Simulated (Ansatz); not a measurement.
# Cs2ThCl6 (P-3m1): phonons and vibrational spectra, part 2 of 3

Aim: the vibrations of Cs2ThCl6 (P-3m1), their spectra, and whether the structure is stable.

Ansatz 0.2.0; DFT PBEsol, scalar-relativistic, plane waves, PAW.

So far. Step 4 (Relaxing to small forces for the phonons): The largest force component left is 0.42 meV/Å. The volume is held at 33.68 Å³/atom, so a pressure of -0.27 GPa remains at this level.

## Step 5: Modes at Γ

The zone centre comes first: it holds the modes that light can see, as far as symmetry allows. The response to a homogeneous field gives the Born charges and the dielectric tensor.

Input file input.yaml:

```yaml
crystal:
  lattice:
    - [7.5930059229, 0.0, 0.0]
    - [-3.7965029615, 6.5757360203, 0.0]
    - [0.0, 0.0, 6.07143537]
  atoms:
    - { symbol: Cs, position: [0.3333333333, 0.6666666667, 0.7346424297] }
    - { symbol: Cs, position: [0.6666666667, 0.3333333333, 0.2653575703] }
    - { symbol: Th, position: [0.0, 0.0, 0.0] }
    - { symbol: Cl, position: [0.1699070313, 0.8300929687, 0.240266274] }
    - { symbol: Cl, position: [0.1699070313, 0.3398140625, 0.240266274] }
    - { symbol: Cl, position: [0.6601859375, 0.8300929687, 0.240266274] }
    - { symbol: Cl, position: [0.8300929687, 0.1699070313, 0.759733726] }
    - { symbol: Cl, position: [0.3398140625, 0.1699070313, 0.759733726] }
    - { symbol: Cl, position: [0.8300929687, 0.6601859375, 0.759733726] }
kpoints:
  mp_grid: { grid: [4, 4, 4] }
hamiltonian:
  xc: pbesol
scf:
  occupations: { method: fixed }
output:
  eigenvalues: true
phonons:
  method: dfpt
  dielectric: true
  rigid_motions: translations
```

Launch:

```bash
ansatz run input.yaml --threads 16 --pin off --max-ram 61440MiB --backend cuda --events-out ev --progress --plain --runs-dir out
```

Numbers of over 12 decimals in the logs are rounded to 6 here.

What it wrote:

```text
[...]
concurrent solve slots: 12 of 16 are kept, ahead of what memory takes: no pass of the eigensolver takes more rounds on 12
[...]
Crystal: 9 atoms, lattice volume = 303.144 Å³
Basis set: ecut = 420 eV, 5913 PW (Γ), exchange–correlation on 108×108×90 points (8 copies of the dense FFT grid, shifted against one another)
Bands: 45, of which v1, the nominal top of the filled ones, is band 36 counted from 1 (35 counted from 0)
Symmetry: 12 space group operations
k-points: 36 of 64 (irreducible under 1 space group operation, time reversal used)
[...]
SCF iter   1: F=—  HF=-30612.001472 eV  |F-HF|=—  |Δ(HF+E_count)|=         —  Δρ=3.89e-3  dr2=9.02e-2  ethr=1.77e-3  ⟨swp⟩=5.1  Hψ=5896  notcnv=0  defer=156
[...]
SCF iter   2: F=—  HF=-30611.980438 eV  |F-HF|=—  |Δ(HF+E_count)|=   2.10e-2  Δρ=1.12e-3  dr2=4.94e-3  ethr=1.25e-4  ⟨swp⟩=3.2  Hψ=2872  notcnv=0  defer=234
[...]
SCF iter   9: F=-30611.980452 eV  HF=-30611.980452 eV  |F-HF|=1.46e-11  |Δ(HF+E_count)|=  3.02e-10  Δρ=6.89e-8  dr2=2.13e-11  ethr=1.00e-12  ⟨swp⟩=15.9  Hψ=11387  notcnv=0
SCF 1 converged in 9 iterations: F = -30611.980452 eV  dr2 = 2.13e-11
[...]
NSCF: frozen V_eff on 1 k-points
[...]
DFPT response loops at q = (0, 0, 0) (fractional): preconditioner auto → none (the input reference at scf.mixing.eps_inf says where Resta's filter doesn't serve); β = 0.50; Anderson in place of MSR1; while a model of the screening serves, it and β = 1 on shorter waves in the place of filter and β
[...]
DFPT response loops at Γ: preconditioner auto → none (the input reference at scf.mixing.eps_inf says where Resta's filter doesn't serve); β = 0.50; Broyden in place of MSR1
── the response to a field inside a basis, on 4×4×4 k-points: an SCF that follows is theirs, and a resumed run solves both again ──
[...]
Bands: 37, of which v1, the nominal top of the filled ones, is band 36 counted from 1 (35 counted from 0)
[...]
SCF 1 converged in 5 iterations: F = -30611.734957 eV  dr2 = 2.31e-8
[...]
SCF converged after 9 iterations
[...]
Γ frequencies (cm⁻¹): -8.67 0.00 0.00 0.00 36.77 37.65 37.65 39.68 40.31 40.31 43.44 43.44 74.99 77.34 77.34 81.02 97.28 97.28 106.06 106.06 114.50 235.98 235.98 253.94 253.94 258.28 296.93
  ε∞ (high-frequency dielectric tensor):
        2.934499     0.000000    -0.000000
        0.000000     2.934499     0.000000
       -0.000000     0.000000     2.839195
  softest optical mode at Γ: -8.67 cm⁻¹; the repairs (sum rule, projections) moved no ω² at Γ by more than (0.43 cm⁻¹)²
  Born effective charges Z* (e; rows j = field, columns β = displacement):
    site 0:
         1.40481    0.00000   -0.00000
         0.00000    1.40481    0.00000
        -0.00000    0.00000    1.37372
    site 1:
         1.40481    0.00000   -0.00000
         0.00000    1.40481    0.00000
        -0.00000    0.00000    1.37372
    site 2:
         4.36295    0.00000   -0.00000
         0.00000    4.36295    0.00000
        -0.00000    0.00000    3.80130
    site 3:
        -1.41644    0.38280   -0.55893
         0.38280   -0.97442    0.32270
        -0.52894    0.30538   -1.09146
    site 4:
        -0.75341    0.00000    0.00000
         0.00000   -1.63745   -0.64540
         0.00000   -0.61076   -1.09146
    site 5:
        -1.41644   -0.38280    0.55893
        -0.38280   -0.97442    0.32270
         0.52894    0.30538   -1.09146
    site 6:
        -1.41644    0.38280   -0.55893
         0.38280   -0.97442    0.32270
        -0.52894    0.30538   -1.09146
    site 7:
        -1.41644   -0.38280    0.55893
        -0.38280   -0.97442    0.32270
         0.52894    0.30538   -1.09146
    site 8:
        -0.75341    0.00000    0.00000
         0.00000   -1.63745   -0.64540
         0.00000   -0.61076   -1.09146
  Z* charge neutrality: 1.664e-2 e pre-enforcement
  solved inside a basis spanned on kpoints, on 4×4×4 k-points, its susceptibility summed on 8×8×8: ε∞ is read to err by 1.6e-2, Z* by 1.8e-2 e (field_mesh: kpoints solves on kpoints); Z* is corrected for what the basis lacks
  optical modes at Γ without the LO–TO term, one row a degenerate level:
      ω (cm⁻¹)  modes    IR ((D/Å)²/amu)
         -8.67      1             0.0000
         36.77      1             0.0000
         37.65      2             0.0000
         39.68      1             0.7928
         40.31      2             3.0290
         43.44      2             0.0000
         74.99      1             0.0000
         77.34      2             0.0031
         81.02      1             1.2530
         97.28      2             1.6114
[...]
optical modes at Γ + LO–TO along q̂ = [1.0000, 0.0000, 0.0000]:
      ω (cm⁻¹)  modes    IR ((D/Å)²/amu)
[...]
optical modes at Γ + LO–TO along q̂ = [0.0000, 1.0000, 0.0000]:
      ω (cm⁻¹)  modes    IR ((D/Å)²/amu)
[...]
optical modes at Γ + LO–TO along q̂ = [0.0000, 0.0000, 1.0000]:
      ω (cm⁻¹)  modes    IR ((D/Å)²/amu)
[...]
43.44      2             0.0000
         50.51      1             0.1789
         74.99      1             0.0000
         77.34      2             0.0031
         97.28      2             1.6114
         97.99      1             1.0854
        106.06      2             0.0000
        114.50      1             0.0000
        235.98      2             0.0000
        253.94      2            14.8247
        288.13      1             6.9358
        296.93      1             0.0000
```

The job ended after 13 s (1 × NVIDIA GB200 with 16 threads of Arm Neoverse V2, shared host; peak memory 3.7 GiB; 84 s of CPU time).

The column dr2 measures how far the density is from self-consistency, as an energy; F and HF (Harris–Foulkes) agree once it is small.

Numbers from this step:

```yaml
sum_rule_residual_before_enforcement: 2.43e-5 eV/Å²
miss_of_the_charge_sum_rule: 0.01664 e
estimated_error_of_the_dielectric_tensor: 0.01608
estimated_error_of_the_born_charges: 0.01753 e
point_group: -3m
highest_optical_mode_at_the_zone_centre_no_lo_to_term: 296.9 cm⁻¹
lowest_optical_zone_centre_mode: -8.67 cm⁻¹
mean_high_frequency_dielectric_constant: 2.903
largest_born_charge_third_of_the_trace: 4.176 e
top_of_the_zone_centre_spectrum_with_the_field: 296.9 cm⁻¹
```

Without the LO-TO term. Patterns of degenerate modes are one choice out of their space. The modes at Γ (shares of kinetic energy by element, %) (negative means imaginary):

| mode | frequency (cm⁻¹) | symmetry | Cs % | Th % | Cl % |
| --- | --- | --- | --- | --- | --- |
| 1 | -8.7 | A2g | 0 | 0 | 100 |
| 2 | 0.0 | acoustic | 37 | 33 | 30 |
| 3 | 0.0 | acoustic | 37 | 33 | 30 |
| 4 | 0.0 | acoustic | 37 | 33 | 30 |
| 5 | 36.8 | A1g | 100 | 0 | 0 |
| 6 | 37.6 | Eg | 98 | 0 | 2 |
| 7 | 37.6 | Eg | 98 | 0 | 2 |
| 8 | 39.7 | A2u | 62 | 25 | 13 |
| 9 | 40.3 | Eu | 61 | 13 | 26 |
| 10 | 40.3 | Eu | 61 | 13 | 26 |
| 11 | 43.4 | Eg | 2 | 0 | 98 |
| 12 | 43.4 | Eg | 2 | 0 | 98 |
| 13 | 75.0 | A1u | 0 | 0 | 100 |
| 14 | 77.3 | Eu | 0 | 1 | 99 |
| 15 | 77.3 | Eu | 0 | 1 | 99 |
| 16 | 81.0 | A2u | 1 | 23 | 77 |
| 17 | 97.3 | Eu | 1 | 30 | 69 |
| 18 | 97.3 | Eu | 1 | 30 | 69 |
| 19 | 106.1 | Eg | 0 | 0 | 100 |
| 20 | 106.1 | Eg | 0 | 0 | 100 |
| 21 | 114.5 | A1g | 0 | 0 | 100 |
| 22 | 236.0 | Eg | 0 | 0 | 100 |
| 23 | 236.0 | Eg | 0 | 0 | 100 |
| 24 | 253.9 | Eu | 0 | 24 | 76 |
| 25 | 253.9 | Eu | 0 | 24 | 76 |
| 26 | 258.3 | A2u | 0 | 20 | 80 |
| 27 | 296.9 | A1g | 0 | 0 | 100 |

Displacements in mode 5 (36.8 cm⁻¹), the largest set to 1:
```
Cs1  0.00  0.00 -1.00
Cs2  0.00  0.00  1.00
Th3  0.00  0.00  0.00
Cl4  0.01 -0.01 -0.02
Cl5  0.00  0.01 -0.02
Cl6 -0.01 -0.01 -0.02
Cl7 -0.01  0.01  0.02
Cl8  0.01  0.01  0.02
Cl9  0.00 -0.01  0.02
```

Displacements in mode 16 (81.0 cm⁻¹), the largest set to 1:
```
Cs1  0.00  0.00  0.11
Cs2  0.00  0.00  0.11
Th3  0.00  0.00  0.70
Cl4  0.87 -0.50 -0.90
Cl5  0.00  1.00 -0.90
Cl6 -0.87 -0.50 -0.90
Cl7  0.87 -0.50 -0.90
Cl8 -0.87 -0.50 -0.90
Cl9  0.00  1.00 -0.90
```

Optical modes at the zone centre, without and with the macroscopic field of the longitudinal modes; each column is sorted by frequency, so a row need not hold one and the same mode. Modes with and without the field, by row:

| rank among optical modes | no field (cm⁻¹) | q along (1, 0, 0) (cm⁻¹) | q along (0, 0, 1) (cm⁻¹) |
| --- | --- | --- | --- |
| 1 | -8.7 | -8.7 | -8.7 |
| 2 | 36.8 | 36.8 | 36.8 |
| 3 | 37.6 | 37.6 | 37.6 |
| 4 | 37.6 | 37.6 | 37.6 |
| 5 | 39.7 | 39.7 | 40.3 |
| 6 | 40.3 | 40.3 | 40.3 |
| 7 | 40.3 | 43.4 | 43.4 |
| 8 | 43.4 | 43.4 | 43.4 |
| 9 | 43.4 | 62 | 50.5 |
| 10 | 75 | 75 | 75 |
| 11 | 77.3 | 77.3 | 77.3 |
| 12 | 77.3 | 77.4 | 77.3 |
| 13 | 81 | 81 | 97.3 |
| 14 | 97.3 | 97.3 | 97.3 |
| 15 | 97.3 | 106.1 | 98 |
| 16 | 106.1 | 106.1 | 106.1 |
| 17 | 106.1 | 107.1 | 106.1 |
| 18 | 114.5 | 114.5 | 114.5 |
| 19 | 236 | 236 | 236 |
| 20 | 236 | 236 | 236 |
| 21 | 253.9 | 253.9 | 253.9 |
| 22 | 253.9 | 258.3 | 253.9 |
| 23 | 258.3 | 289.1 | 288.1 |
| 24 | 296.9 | 296.9 | 296.9 |

Born charge (rows field, columns displacement) (e), principal values of the symmetric part by kind of site:

| atom | atoms with these values | low | middle | high | mean |
| --- | --- | --- | --- | --- | --- |
| Cs1 | 2 | 1.37 | 1.40 | 1.40 | 1.39 |
| Th3 | 1 | 3.80 | 4.36 | 4.36 | 4.18 |
| Cl4 | 6 | -2.05 | -0.75 | -0.68 | -1.16 |

In full for Cs1:

```
1.40 0.00 0.00
0.00 1.40 0.00
0.00 0.00 1.37
```

High-frequency dielectric tensor:

```
2.93 0.00 0.00
0.00 2.93 0.00
0.00 0.00 2.84
```

Transverse modes; imaginary modes are left out. Infrared lines, with heights relative to the strongest:

| position (cm⁻¹) | lines merged | relative intensity |
| --- | --- | --- |
| 37 | 1 | 0.0 |
| 38 | 1 | 0.0 |
| 40 | 2 | 26 |
| 43 | 1 | 0.0 |
| 75 | 1 | 0.0 |
| 77 | 1 | 0.0 |
| 81 | 1 | 8.5 |
| 97 | 1 | 11 |
| 106 | 1 | 0.0 |
| 114 | 1 | 0.0 |
| 236 | 1 | 0.0 |
| 254 | 1 | 100 |
| 258 | 1 | 42 |
| 297 | 1 | 0.0 |

Before it was imposed, the acoustic sum rule was missed by 2.4e-5 eV/Å² and the charge sum rule by 0.017 e. Small misses are needed for a sound result but don't prove that mesh and cutoff are converged. The lowest optical mode is slightly imaginary, 8.7i cm⁻¹, too near zero to call.

[end of part 2 of 3]

[Logs are printed without paths, hosts, clocks, repeated set-up lines and the standing remarks that a program may print on its own settings, such as how far it seeks lower states.]

[Hosts, paths, dates, database ids (printed as entryN), source tags and the programs' standing remarks are cut or masked in the printed files.]
